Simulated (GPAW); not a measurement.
# GaFe3: cost and accuracy of all numerical settings together, part 2 of 2

Aim: see how far moments and order energies of GaFe3 move with all numerical settings together, and what each rung costs.

GPAW 26.7.0; LDA; plane waves with GPAW's PAW setups, scalar-relativistic.

So far, largest spin moment in the augmentation sphere (μB): step 2 (rung 1 (280 eV, mesh 4×4×4), start ferro +++) 2.17; step 3 (rung 1 (280 eV, mesh 2×4×4), start antiferro q=(1/2,1/2,1/2) +-+-+-) 1.79; step 4 (rung 2 (380 eV, mesh 4×4×4), start ferro +++) 2.23; step 5 (rung 2 (380 eV, mesh 2×4×4), start antiferro q=(1/2,1/2,1/2) +-+-+-) 1.85; step 6 (rung 3 (500 eV, mesh 6×6×6), start ferro +++) 2.30.

## Step 7: Rung 3 (500 eV, mesh 3×6×6), start antiferro q=(1/2,1/2,1/2) +-+-+-

order2.py

```python
import json
import numpy as np
from ase import Atoms
from ase.parallel import paropen, parprint
from gpaw import GPAW

atoms = Atoms(['Ga', 'Ga', 'Fe', 'Fe', 'Fe', 'Fe', 'Fe', 'Fe'],
    cell=[[7.402, 0.0, 0.0],
         [3.701, 3.701, 0.0],
         [3.701, 0.0, 3.701]],
    scaled_positions=[[0.0, 0.0, 0.0],
         [0.5, 0.0, 0.0],
         [0.5, 0.5, 0.5],
         [0.0, 0.5, 0.5],
         [0.0, 0.0, 0.5],
         [0.5, 0.0, 0.5],
         [0.0, 0.5, 0.0],
         [0.5, 0.5, 0.0]],
    pbc=True,
    magmoms=[0.0, 0.0, 2.8, -2.8, 2.8, -2.8, 2.8, -2.8])
atoms.calc = GPAW(mode={'name': 'pw', 'ecut': 500},
    xc='LDA',
    kpts={'size': (3, 6, 6), 'gamma': True},
    occupations={'name': 'fermi-dirac', 'width': 0.1},
    convergence={'density': 1e-05, 'energy': 1e-05},
    maxiter=200,
    symmetry={'tolerance': 1e-4},
    txt='order2.txt')
e = atoms.get_potential_energy(force_consistent=True)
res = {'free_energy': e, 'energy_sigma0': atoms.get_potential_energy(), 'fermi_energy': atoms.calc.get_fermi_level()}
res['moments'] = atoms.get_magnetic_moments().tolist()
res['total'] = atoms.get_magnetic_moment()
parprint('site moments (muB):', np.round(res['moments'], 3))
parprint(f"total moment: {res['total']:.3f} muB")
parprint(f'free energy: {e:.6f} eV')
atoms.calc.write('order2.gpw')
with paropen('results.json', 'w') as f:
    json.dump(res, f)
```

Command:

```sh
$ OMP_NUM_THREADS=1 mpirun -n 2 gpaw python order2.py > order2.log
```

Numbers of over 12 decimals in the logs are rounded to 6 here.

The program printed:

```text
site moments (muB): [ 0.008 -0.008  1.871 -1.871  1.871 -1.871  1.871 -1.871]
total moment: 0.000 muB
free energy: -67.055945 eV

--- order2.txt ---
Input parameters:
  mode=PW(ecut=500),
  convergence={'density': 1e-05, 'energy': 1e-05},
  kpts=MonkhorstPack(size=(3, 6, 6), gamma=True),
  maxiter=200,
  occupations=Occupations(name='fermi-dirac', width=0.1),
  symmetry=Symmetry(tolerance=0.0001),
  xc=XC(name='LDA')

[...]
|         20 |         7.799 |     1.000 |         7.799 |     1.000 |
[...]
|         30 |         9.382 |     0.004 |         9.382 |     0.004 |
|         31 |         9.382 |     0.004 |         9.382 |     0.004 |
|         32 |         9.688 |     0.000 |         9.688 |     0.000 |
|        ... |               |           |               |           |
|         36 |        10.016 |     0.000 |        10.016 |     0.000 |

No gap
No difference between direct/indirect transitions

[key lines of the parts left out:]
Free energy:     -67.055945
Converged in 23 steps
dipole moment: (-147.876035, -37.160032, -37.160032)  # |e|*Ang
Fermi level: 8.818
```

Run time: 3 min. Hardware: 2 MPI ranks of Arm Neoverse V2, shared host; peak memory 0.62 GiB.

Numbers from this step:

```yaml
magnetization: 0 μB
final_state: antiferromagnetic
largest_moment: 1.871 μB
```

This start lies +184.8 meV a seeded atom from the first, a change of +28.8 meV since rung 2; its largest moment is 1.87 μB.

## Step 8: Rung 4 (700 eV, mesh 10×10×10), start ferro +++

order1.py

```python
import json
import numpy as np
from ase import Atoms
from ase.parallel import paropen, parprint
from gpaw import GPAW

atoms = Atoms(['Ga', 'Fe', 'Fe', 'Fe'],
    cell=[[3.701, 0.0, 0.0],
         [0.0, 3.701, 0.0],
         [0.0, 0.0, 3.701]],
    scaled_positions=[[0.0, 0.0, 0.0],
         [0.0, 0.5, 0.5],
         [0.5, 0.0, 0.5],
         [0.5, 0.5, 0.0]],
    pbc=True,
    magmoms=[0.0, 2.8, 2.8, 2.8])
atoms.calc = GPAW(mode={'name': 'pw', 'ecut': 700},
    xc='LDA',
    kpts={'size': (10, 10, 10), 'gamma': True},
    occupations={'name': 'fermi-dirac', 'width': 0.05},
    convergence={'density': 1e-05, 'energy': 1e-05},
    maxiter=200,
    symmetry={'tolerance': 1e-4},
    txt='order1.txt')
e = atoms.get_potential_energy(force_consistent=True)
res = {'free_energy': e, 'energy_sigma0': atoms.get_potential_energy(), 'fermi_energy': atoms.calc.get_fermi_level()}
res['moments'] = atoms.get_magnetic_moments().tolist()
res['total'] = atoms.get_magnetic_moment()
parprint('site moments (muB):', np.round(res['moments'], 3))
parprint(f"total moment: {res['total']:.3f} muB")
parprint(f'free energy: {e:.6f} eV')
atoms.calc.write('order1.gpw')
with paropen('results.json', 'w') as f:
    json.dump(res, f)
```

Command:

```sh
$ OMP_NUM_THREADS=1 mpirun -n 2 gpaw python order1.py > order1.log
```

The program printed:

```text
site moments (muB): [-0.094  2.324  2.324  2.324]
total moment: 6.998 muB
free energy: -34.121912 eV

--- order1.txt ---
Input parameters:
  mode=PW(ecut=700),
  convergence={'density': 1e-05, 'energy': 1e-05},
  kpts=MonkhorstPack(size=(10, 10, 10), gamma=True),
  maxiter=200,
  occupations=Occupations(name='fermi-dirac', width=0.05),
  symmetry=Symmetry(tolerance=0.0001),
  xc=XC(name='LDA')

[...]
|          7 |         7.132 |     1.000 |         9.402 |     0.000 |
[...]
|         16 |         9.203 |     0.001 |        10.930 |     0.000 |
|         17 |         9.203 |     0.001 |        10.930 |     0.000 |
|         18 |         9.203 |     0.001 |        10.930 |     0.000 |
|        ... |               |           |               |           |
|         25 |        16.979 |     0.000 |        18.977 |     0.000 |

No gap
No difference between direct/indirect transitions

[key lines of the parts left out:]
Free energy:     -34.121912
Converged in 17 steps
dipole moment: (-18.575685, -18.575685, -18.575685)  # |e|*Ang
Fermi level: 8.840
```

It took 72 s on 2 MPI ranks; peak memory 0.5 GiB; 2.4 min of CPU time.

Read from the output:

| Quantity | Value |
| --- | --- |
| magnetization | 6.998 μB |
| final state | ferromagnetic |
| largest moment | 2.324 μB |

The largest moment moves by +0.03 μB from rung 3, at 5.2 times its CPU time.

## Step 9: Rung 4 (700 eV, mesh 5×10×10), start antiferro q=(1/2,1/2,1/2) +-+-+-

order2.py is the script of step 7 with these lines changed:

```diff
@@ -20,6 +20,6 @@
     magmoms=[0.0, 0.0, 2.8, -2.8, 2.8, -2.8, 2.8, -2.8])
-atoms.calc = GPAW(mode={'name': 'pw', 'ecut': 500},
+atoms.calc = GPAW(mode={'name': 'pw', 'ecut': 700},
     xc='LDA',
-    kpts={'size': (3, 6, 6), 'gamma': True},
-    occupations={'name': 'fermi-dirac', 'width': 0.1},
+    kpts={'size': (5, 10, 10), 'gamma': True},
+    occupations={'name': 'fermi-dirac', 'width': 0.05},
     convergence={'density': 1e-05, 'energy': 1e-05},
```

Command:

```sh
$ OMP_NUM_THREADS=1 mpirun -n 2 gpaw python order2.py > order2.log
```

The program printed:

```text
site moments (muB): [ 0.011 -0.011  1.884 -1.884  1.884 -1.884  1.884 -1.884]
total moment: 0.000 muB
free energy: -67.034452 eV

--- order2.txt ---
Input parameters:
  mode=PW(ecut=700),
  convergence={'density': 1e-05, 'energy': 1e-05},
  kpts=MonkhorstPack(size=(5, 10, 10), gamma=True),
  maxiter=200,
  occupations=Occupations(name='fermi-dirac', width=0.05),
  symmetry=Symmetry(tolerance=0.0001),
[...]
|         20 |         7.802 |     1.000 |         7.802 |     1.000 |
[...]
|         30 |         9.382 |     0.000 |         9.382 |     0.000 |
|         31 |         9.382 |     0.000 |         9.382 |     0.000 |
|         32 |         9.694 |     0.000 |         9.694 |     0.000 |
|        ... |               |           |               |           |
|         36 |        10.014 |     0.000 |        10.014 |     0.000 |

No gap
No difference between direct/indirect transitions


[key lines of the parts left out:]
Free energy:     -67.034452
Converged in 25 steps
dipole moment: (-147.907349, -37.166461, -37.166461)  # |e|*Ang
Fermi level: 8.812
```

Run time: 23 min. Hardware: 2 MPI ranks; peak memory 1.4 GiB.

Numbers from this step:

```yaml
magnetization: 0 μB
final_state: antiferromagnetic
largest_moment: 1.884 μB
```

This start lies +201.6 meV a seeded atom from the first, a change of +16.8 meV since rung 3; its largest moment is 1.88 μB.

## Step 10: A faulty input

An input with a fault is tried, to see how the program answers.

run.py

```python
import json
import numpy as np
from ase import Atoms
from ase.parallel import paropen, parprint
from gpaw import GPAW

atoms = Atoms(['Ga', 'Fe', 'Fe', 'Fe'],
    cell=[[3.701, 0.0, 0.0],
         [0.0, 3.701, 0.0],
         [0.0, 0.0, 3.701]],
    scaled_positions=[[0.0, 0.0, 0.0],
         [0.0, 0.5, 0.5],
         [0.5, 0.0, 0.5],
         [0.5, 0.5, 0.0]],
    pbc=True,
    magmoms=[0.0, 2.8, 2.8, 2.8])
atoms.calc = GPAW(mode={'name': 'pw', 'ecut': 550},
    xc='LDA',
    kpts={'size': (10, 10, 10), 'gamma': True},
    occupations={'name': 'fermi-dirac', 'width': 0.1},
    convergence={'density': 1e-05, 'energy': 1e-05},
    encut=500,
    maxiter=50,
    symmetry={'tolerance': 1e-4},
    txt='run.txt')
e = atoms.get_potential_energy(force_consistent=True)
res = {'free_energy': e, 'energy_sigma0': atoms.get_potential_energy(), 'fermi_energy': atoms.calc.get_fermi_level()}
res['moments'] = atoms.get_magnetic_moments().tolist()
res['total'] = atoms.get_magnetic_moment()
parprint('site moments (muB):', np.round(res['moments'], 3))
parprint(f"total moment: {res['total']:.3f} muB")
parprint(f'free energy: {e:.6f} eV')
atoms.calc.write('run.gpw')
with paropen('results.json', 'w') as f:
    json.dump(res, f)
```

Command:

```sh
$ OMP_NUM_THREADS=1 mpirun -n 2 gpaw python run.py > run.log
```

The program printed:

```text
TypeError: GPAW() got an unexpected keyword argument 'encut'
```

Wall time 11 s (2 MPI ranks); peak memory 0.26 GiB.

The input was rejected at the start.

The program's message: “TypeError: GPAW() got an unexpected keyword argument 'encut'”

The fault put into the input: a keyword of another program.

The cutoff belongs in the mode.

## Step 11: The rungs together

Ladder, by row:

| rung | cutoff (eV) | mesh | smearing (eV) | state from the first start | state from the second start | second less first (meV a seeded atom) | moment, first (μB) | moment, second (μB) | CPU time (s) |
| --- | --- | --- | --- | --- | --- | --- | --- | --- | --- |
| 1 | 280 | 4x4x4 | 0.2 | ferromagnetic | antiferromagnetic | 133.8 | 2.167 | 1.788 | 101.2 |
| 2 | 380 | 4x4x4 | 0.15 | ferromagnetic | antiferromagnetic | 156 | 2.225 | 1.854 | 148.5 |
| 3 | 500 | 6x6x6 | 0.1 | ferromagnetic | antiferromagnetic | 184.8 | 2.296 | 1.871 | 385.1 |
| 4 | 700 | 10x10x10 | 0.05 | ferromagnetic | antiferromagnetic | 201.6 | 2.324 | 1.884 | 2851 |

## Step 12: Results

```yaml
range_of_the_moment_in_the_table_first_start: 2.17 to 2.32 μB
range_of_cpu_time: 1.7 min to 48 min
range_of_the_energy_difference: 134 to 202 meV a seeded atom
```

Only the last rung can serve as the reference, and the rung before it is still 17 meV away, so convergence is not shown. The first start ends lower on every rung of the table; whether functional and cell give the true order is another question.

[Logs and program files are shortened in this print: banners, set-up blocks, solver, clock and traceback lines can be left out without a mark of their own.]

[Logs are printed without paths, hosts, clocks, repeated set-up lines and the standing remarks that a program may print on its own settings, such as how far it seeks lower states.]

[Hosts, paths, dates, database ids (printed as entryN), source tags and the programs' standing remarks are cut or masked in the printed files.]

[Where a cell is said to come from a database of computed structures, the database is the Materials Project.]
